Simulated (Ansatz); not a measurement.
System: SbAs (honeycomb monolayer).

The cell holds 2 atoms: 1 As and 1 Sb. Its edges and angles: a = 3.773 Å, b = 3.773 Å, c = 26.200 Å, α = 90.0°, β = 90.0°, γ = 120.0°. Vacuum lies along c.

```
As Sb
1.0
     3.77281    0.00000    0.00000
    -1.88640    3.26735    0.00000
     0.00000    0.00000   26.20000
As Sb
1 1
Direct
  0.33333 0.66667 0.52884
  0.66667 0.33333 0.47116
```

The structure was relaxed with PBEsol-D3(BJ). The runs that relaxed it are not among those shown. Spin-orbit coupling is left out unless a run names it.

Gaps computed with Ansatz 0.2.0 without a self-energy: PBEsol 1.30 eV, PBEsol+SOC 1.10 eV and HSE06 1.90 eV.

Question: What gap should G0W0 on PBEsol give (6×6×1 mesh, 476 empty bands, screening to 75 eV, PAW set soft_1 files)?

About 2.11 eV: on its mesh the run moves the gap from 1.31 eV by +0.80 eV. Among the scalar-relativistic levels given, HSE06 is nearest (−0.21 eV). Spin-orbit coupling is not in that value; its −0.21 eV at the PBEsol level would bring it to about 1.90 eV. Bands and cutoff are finite, so the gap is not at the basis limit. The miss can reach some tenths of an eV and take either sign; the mesh is an error of its own. The mesh in the plane is coarse for a sheet; gap and any exciton binding can still move on denser ones. The many-body steps are scalar-relativistic: spin-orbit coupling is not in them.

[Paths, hosts, dates, memory and timing lines, banners, echoed tables and standing remarks are left out of the program output.]

[Logs are printed without paths, hosts, clocks, repeated set-up lines and the standing remarks that a program may print on its own settings, such as how far it seeks lower states.]

[Runs of the session that timed out or met a known fault of the program may be left out.]

[Cells called generated may have been cut or substituted from an entry of the Crystallography Open Database or the Materials Project.]

[Hosts, paths, dates, database ids (printed as entryN), source tags and the programs' standing remarks are cut or masked in the printed files.]
